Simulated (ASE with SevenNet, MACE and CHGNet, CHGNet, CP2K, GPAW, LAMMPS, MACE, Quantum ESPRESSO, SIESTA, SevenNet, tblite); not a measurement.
**Running glassy 67P2O5-33MgO (mol %) (80 atoms) with machine-learned potentials**

Aim: run glassy 67P2O5-33MgO (mol %) (80 atoms) in machine-learned potentials and see how near its forces come to a plane-wave reference, and at what cost.

Program: ASE with SevenNet, MACE and CHGNet. Level of theory: the method is named at each step. Results are calculated unless marked as measured.

## 1. Set-up

The cell holds 80 atoms: 20 P, 5 Mg and 55 O. Its edges and angles: a = 9.952 Å, b = 9.952 Å, c = 9.952 Å, α = 90.0°, β = 90.0°, γ = 90.0°. 80 atoms (20 P, 5 Mg, 55 O) placed at random at 2.73 g/cm³, melted at 4000 K for 10 ps at fixed volume with the Morse and Coulomb pair potential with partial charges (Pedone, Malavasi, Menziani, Cormack and Segre, J. Phys. Chem. B 110, 11780 (2006)). Quenched from 4000 K to 300 K at 25 K/ps and fixed volume, held 5 ps.

The yardstick, on the same geometry:

| Item | Value |
| --- | --- |
| method | Kohn-Sham DFT, PBE, SSSP efficiency 1.3.0 pseudopotentials, plane waves (Quantum ESPRESSO 7.5); sssp-pbe-1.3.0-efficiency, cutoffs 60/480 Ry, Γ point |
| r.m.s. force component | 1.327 eV/Å |
| longest force | 6.098 eV/Å |
| pressure | -0.9017 GPa |
| gap (highest filled to lowest empty level) | 1.237 eV |
| time | 2.5 min on 4 MPI ranks of Arm Neoverse V1, shared host |
| CPU time | 9.9 min |

## 2. SevenNet 0 potential

Method: machine-learned interatomic potential SevenNet 0, trained on PBE(+U) plane-wave data.

run.py

```python
import numpy as np
from ase.io import read
import mlip  # loads the published weights by name

atoms = read("structure.xyz")
atoms.calc = mlip.calc("7net-0")
energy = atoms.get_potential_energy()
forces = atoms.get_forces()
print(f"energy {energy:.6f} eV")
print("forces (eV/A)")
for i, (a, f) in enumerate(zip(atoms, forces)):
    print(f"{i:4d} {a.symbol:2s} {f[0]:10.5f} {f[1]:10.5f} {f[2]:10.5f}")
stress = -atoms.get_stress(voigt=False) * 160.21766
print("stress (GPa, compression positive)")
for row in stress:
    print(" ".join(f"{x:10.4f}" for x in row))
```

structure.xyz

```xyz
80
Lattice="9.95170 0.00000 0.00000 0.00000 9.95170 0.00000 0.00000 0.00000 9.95170" Properties=species:S:1:pos:R:3 pbc="T T T"
P 2.82171 4.73960 3.26665
P 8.40481 2.73632 0.28532
P 0.27317 8.86687 6.49607
P 8.55806 1.61606 5.43721
P 0.94710 3.73846 5.65635
P 6.98390 4.92908 3.84773
P 7.10541 7.96216 2.96650
P 2.71433 7.24543 7.85647
P 2.53589 2.50763 8.03908
P 0.31557 0.48107 9.30653
P 0.21635 7.96295 3.52002
P 1.86385 0.31487 2.11115
P 5.58181 8.41426 5.69884
P 8.57817 6.53727 7.77875
P 4.66476 5.46856 5.96555
P 7.72013 8.46193 0.00677
P 7.07307 1.21749 2.63372
P 4.34849 2.42384 1.95451
P 3.26217 0.34960 4.96212
P 4.28062 7.12492 1.60103
Mg 0.02249 4.56375 2.78279
Mg 4.61450 4.57519 9.28872
Mg 4.94898 0.18401 8.53796
Mg 1.13061 5.04133 9.89418
Mg 6.88210 3.74532 7.44815
O 7.77944 1.93431 1.47176
O 2.22381 6.63331 9.16343
O 5.60579 1.69706 2.59371
O 4.23514 9.07734 5.29042
O 4.67591 6.29127 0.43768
O 3.75199 8.28897 8.09581
O 3.20972 1.36617 1.67567
O 4.01521 1.67597 4.98610
O 5.26664 6.96997 5.84324
O 3.75080 3.52629 2.84619
O 9.32156 1.68552 9.58269
O 9.09466 0.23874 5.81289
O 7.04202 9.68002 2.40572
O 5.95251 4.88569 4.97535
O 1.40906 1.59964 8.55050
O 0.53809 8.34032 4.98739
O 0.97338 8.85453 2.52873
O 1.93909 3.06970 6.69162
O 7.26574 6.44850 3.49713
O 5.01735 4.59589 7.15746
O 7.78024 7.47711 8.80934
O 8.38192 4.29784 4.03780
O 9.15059 7.68012 6.85334
O 1.25451 0.17485 0.56546
O 7.63057 5.65953 7.08412
O 9.87885 2.56983 5.43572
O 0.79335 1.32368 2.59948
O 6.50712 9.39530 9.70778
O 0.54396 6.51090 3.35949
O 3.65476 5.12204 4.80816
O 1.53475 7.99380 7.13398
[... 20 atom lines left out ...]
O 7.41780 3.29083 9.23926
O 3.62321 6.05740 2.60595
O 5.55315 7.60230 2.39647
O 0.39120 4.96431 6.28987
```

Launch:

```console
OMP_NUM_THREADS=1 python run.py > output.txt
```

Output:

```text
energy -540.338501 eV
forces (eV/A)
   0 P     2.43977    1.62200   -1.40611
   1 P     1.69582    3.42600    0.05557
   2 P     2.72134   -1.69276    0.64294
   3 P     1.72089    0.87278    0.46526
   4 P    -1.08905    2.15131    3.71932
   5 P     1.13686   -1.25300   -4.20110
   6 P    -1.48577   -1.60478   -0.22323
   7 P     0.11551    1.21865    1.58014
   8 P    -0.71947   -1.30307    0.75115
   9 P     1.50433   -0.99808   -0.34607
  10 P     1.35725   -0.89035   -1.02578
  11 P    -3.52153    3.69683    4.60467
  12 P     0.65435    3.90222   -0.42961
  13 P     2.10987   -0.18661    2.91406
  14 P    -1.80997    1.30794   -1.74311
  15 P    -2.32589    3.79618   -1.35936
  16 P    -0.11368   -1.35222    0.97165
  17 P    -2.16465   -0.20096   -2.33269
  18 P    -1.11660    3.49712    0.94813
  19 P    -0.75266    0.76551    0.56482
  20 Mg   -1.19016    0.02983    0.56240
  21 Mg   -1.29006    0.57730    1.04408
  22 Mg    0.14789   -2.38381   -0.61818
  23 Mg    0.19101    0.54457   -1.02629
[...]
72 O     0.07962   -1.57575   -1.33817
  73 O     0.47197    0.93738   -0.35772
  74 O     1.06916    0.52605    0.03503
  75 O    -0.03931    0.25658   -0.18030
  76 O    -0.13318   -0.78035    0.61936
  77 O    -0.73195   -0.93034    2.13321
  78 O     0.56721    0.85915    0.72143
  79 O     0.20247   -1.11527   -0.70154
stress (GPa, compression positive)
   -1.5302    -0.7804    -0.9369
   -0.7804    -2.5512     1.4149
   -0.9369     1.4149    -1.0100
```

It took 9.8 s on 1 thread of Arm Neoverse V1, shared host; peak memory 0.97 GiB.

Banners, paths, timers and routine set-up lines are dropped from the logs unmarked, and long logs keep their key lines alone; longer cuts are marked.

Against the reference:

- r.m.s. force component: 1.281 eV/Å
- r.m.s. difference of force components: 247.7 meV/Å
- longest difference of force vectors: 1044 meV/Å
- force difference over r.m.s. force: 18.66 %
- slope of forces against the reference's: 0.9487
- correlation of force components: 0.9826
- pressure: -1.697 GPa
- pressure difference: -0.7954 GPa

Length of the force difference by element (eV/Å):

```tsv
element	atoms	mean	most
Mg	5	0.27	0.38
O	55	0.35	1.0
P	20	0.46	1.0
```

Local excerpt of 11 atoms (numbers count through the whole input) about P12, which bears the longest force; x, y, z are measured from there.

```tsv
atom	x	y	z	distance (Å)	bonds	Fx	Fy	Fz (eV/Å)
P12	0.00	0.00	0.00	0.00	5	-3.52	3.70	4.60
O52	-1.07	1.01	0.49	1.55	1	0.70	0.16	-0.71
O68	0.84	-0.13	1.42	1.65	2	1.17	-2.32	-0.42
O49	-0.61	-0.14	-1.55	1.67	2	0.54	-1.08	-2.93
O42	-0.89	-1.41	0.42	1.72	2	-0.07	-1.53	-0.16
O32	1.35	1.05	-0.44	1.76	2	1.83	0.61	-1.35
O76	1.52	-1.95	-0.66	2.56	1	-0.04	0.26	-0.18
P11	-1.65	-2.30	1.41	3.16	4	1.36	-0.89	-1.03
P10	-1.55	0.17	-2.76	3.17	5	1.50	-1.00	-0.35
P19	1.40	0.03	2.85	3.18	4	-1.12	3.50	0.95
P18	2.48	2.11	-0.16	3.26	4	-2.16	-0.20	-2.33
```

Atoms are counted from 1 here, from 0 in the log.

Forces lie 19 % from the reference's, at 0.017 times its CPU time (on 1 against 4 cores).

## 3. MACE MPA-0 medium potential

Method: machine-learned interatomic potential MACE MPA-0 medium, trained on PBE(+U) plane-wave data.

run.py: that of step 2 with these lines changed.

```diff
@@ -5,3 +5,3 @@
 atoms = read("structure.xyz")
-atoms.calc = mlip.calc("7net-0")
+atoms.calc = mlip.calc("mace-mpa-0-medium")
 energy = atoms.get_potential_energy()
```

structure.xyz is that of step 2.

Output:

```text
energy -540.685923 eV
forces (eV/A)
   0 P     1.91716    2.29305   -1.12042
   1 P     1.72262    3.34786    0.21924
   2 P     2.62960   -1.48555    0.39833
   3 P     1.68731    0.65182    0.48041
   4 P    -1.06405    2.17631    3.67026
   5 P     1.05718   -0.68953   -3.51180
   6 P    -1.61547   -0.77970   -0.70650
   7 P    -0.11375    1.09531    1.51195
   8 P    -0.96523   -1.17674    0.89820
   9 P     1.52297   -1.31929   -0.73760
  10 P     1.19323   -1.08505   -0.31471
  11 P    -2.71243    2.86084    3.90137
  12 P     0.68528    4.13371   -0.39277
  13 P     2.41404    0.19921    2.74467
  14 P    -2.05511    1.56263   -1.72957
  15 P    -2.00419    3.83502   -1.24631
  16 P     0.02109   -1.19452    0.94940
  17 P    -1.84150    0.07192   -2.35108
  18 P    -1.13275    2.83259    1.01207
  19 P    -0.65332    0.55188    0.72994
  20 Mg   -0.88561    0.06874    0.41123
  21 Mg   -1.38855    0.63030    1.10464
  22 Mg    0.10250   -2.69791   -0.54949
  23 Mg    0.20822    0.43374   -0.96843
[...]
72 O     0.18481   -1.63670   -1.24718
  73 O     0.59121    0.98873   -0.39024
  74 O     1.08731    0.40135    0.10969
  75 O    -0.04564    0.28650   -0.21591
  76 O    -0.16243   -0.77779    0.69531
  77 O    -0.62336   -0.95642    2.02921
  78 O     0.50337    0.86327    0.63317
  79 O     0.15388   -1.05277   -0.69077
stress (GPa, compression positive)
   -1.0776    -0.8025    -1.1296
   -0.8025    -1.9236     1.5859
   -1.1296     1.5859    -0.5960
```

Run time: 10 s. Hardware: 1 thread; peak memory 1.1 GiB.

Numbers from this run, and their distance from the reference:

```
r.m.s. force component                  : 1.23 eV/Å
r.m.s. difference of force components   : 214.3 meV/Å
longest difference of force vectors     : 893.3 meV/Å
force difference over r.m.s. force      : 16.15 %
slope of forces against the reference's : 0.9167
correlation of force components         : 0.9888
pressure                                : -1.199 GPa
pressure difference                     : -0.2974 GPa
```

Against the first run (19 %), the force difference from the reference is 16 %, at 1.0 times the CPU time.

## 4. CHGNet 0.3.0 potential

Method: machine-learned interatomic potential CHGNet 0.3.0, trained on PBE(+U) plane-wave data.

run.py: that of step 3 with these lines changed.

```diff
@@ -5,3 +5,3 @@
 atoms = read("structure.xyz")
-atoms.calc = mlip.calc("mace-mpa-0-medium")
+atoms.calc = mlip.calc("chgnet-0.3.0")
 energy = atoms.get_potential_energy()
```

structure.xyz is that of step 3.

Output:

```text
CHGNet v0.3.0 initialized with 412,525 parameters
CHGNet will run on cpu
energy -581.225952 eV
forces (eV/A)
   0 P     2.26584    2.69535   -1.24055
   1 P     1.57474    3.41889   -0.13412
   2 P     1.99706   -1.51691    1.06291
   3 P     1.33087    0.09390    0.76557
   4 P    -1.37598    2.30215    3.82177
   5 P     0.85865   -0.56425   -3.56109
   6 P    -1.72460   -0.61722   -0.73748
   7 P    -0.25459    0.94568    1.49348
   8 P    -1.05470   -1.38879    0.99069
   9 P     1.09857   -0.79625   -1.02885
  10 P     0.88547   -1.24849   -0.55541
  11 P    -3.14226    3.20437    3.83722
  12 P     1.38161    3.88340   -0.45359
  13 P     2.31480    0.09452    2.45518
  14 P    -2.13537    1.07361   -1.94301
  15 P    -2.01207    3.87454   -0.93838
  16 P     0.23404   -1.43756    0.91944
  17 P    -1.73911   -0.25382   -2.86121
  18 P    -1.28017    3.14026    1.54020
  19 P    -0.74048    0.85687    1.22243
  20 Mg   -0.71191    0.16050    0.22652
  21 Mg   -1.24503    0.44946    0.85592
  22 Mg    0.25397   -2.21697   -0.57327
  23 Mg    0.15912    0.53399   -0.89745
[...]
72 O    -0.00216   -1.32690   -1.09504
  73 O     0.53993    0.91734   -0.41685
  74 O     0.90700    0.14347    0.14566
  75 O     0.04876    0.01533   -0.15213
  76 O    -0.00227   -0.75048    0.80344
  77 O    -0.42595   -0.75338    1.84593
  78 O     0.34692    0.73667    0.46834
  79 O     0.31554   -1.37672   -0.91431
stress (GPa, compression positive)
   -0.6183    -0.8442    -1.0701
   -0.8442    -1.6110     1.4829
   -1.0701     1.4829     0.1527
```

The job ended after 4.5 s (1 thread; peak memory 1.1 GiB).

Numbers from this run, and their distance from the reference:

- r.m.s. force component: 1.227 eV/Å
- r.m.s. difference of force components: 318.4 meV/Å
- longest difference of force vectors: 1294 meV/Å
- force difference over r.m.s. force: 23.99 %
- slope of forces against the reference's: 0.8983
- correlation of force components: 0.972
- pressure: -0.6922 GPa
- pressure difference: 0.2095 GPa

Against the first run (19 %), the force difference from the reference is 24 %, at 0.46 times the CPU time.

## 5. Side by side

Differences are against the plane-wave reference, forces as r.m.s. over components; share is that over the reference's r.m.s. force, slope the least-squares factor from reference forces to these. Total energies of different programs have different zeros and aren't compared.

```tsv
run	Δ force, r.m.s. (meV/Å)	share (%)	slope	Δ pressure (GPa)	cores	CPU time	memory (GiB)
reference	-	-	-	-	4	9.9 min	3.0
SevenNet 0 potential	248	18.7	0.949	-0.795	1	9.8 s	0.97
MACE MPA-0 medium potential	214	16.1	0.917	-0.297	1	10 s	1.1
CHGNet 0.3.0 potential	318	24.0	0.898	0.209	1	4.5 s	1.1
```

Times of the machine-learned potentials are mostly Python's start and the loading of weights.

CPU time is summed over cores on a shared host, where runs went side by side, so it is rough. Symmetry, cutoffs, thresholds, outputs and thread counts weren't matched or tuned between programs; memory under MPI is the largest rank's times the ranks.

## 6. Results

* nearest in forces: MACE MPA-0 medium potential, 16 %
* its CPU time: 10 s

What this shows: Machine-learned potentials differ by 16 % (MACE MPA-0 medium potential) to 24 % (CHGNet 0.3.0 potential); they were trained on other programs' data. The reference's pressure holds the uncorrected Pulay stress of its 60 Ry basis, so small pressure differences, and their order, may be the reference's own error. In our tests on small cells the SSSP efficiency potentials stood apart from two norm-conserving sets, for C–F bonds most and for P–O bonds less, so differences between them and other runs here needn't be the other run's error. Machine-learned potentials mimic data converged in k, so the reference's own k-point error enters their differences. The quench rate of 25 K/ps is many orders above laboratory rates, so the cell is likely richer in defects and strain than a real sample. The network of bonds at the start is that of the classical potential that made the cell, and needn't be the one that DFT or experiment would give. The electronic-structure runs sample only Γ, in a cell whose shortest periodic width is 10 Å.

[Also dropped from logs without a mark: logging warnings of Python, and SIESTA's first energy breakdown and zero terms.]

[Logs are printed without paths, hosts, clocks, repeated set-up lines and the standing remarks that a program may print on its own settings, such as how far it seeks lower states.]

[Hosts, paths, dates, database ids (printed as entryN), source tags and the programs' standing remarks are cut or masked in the printed files.]
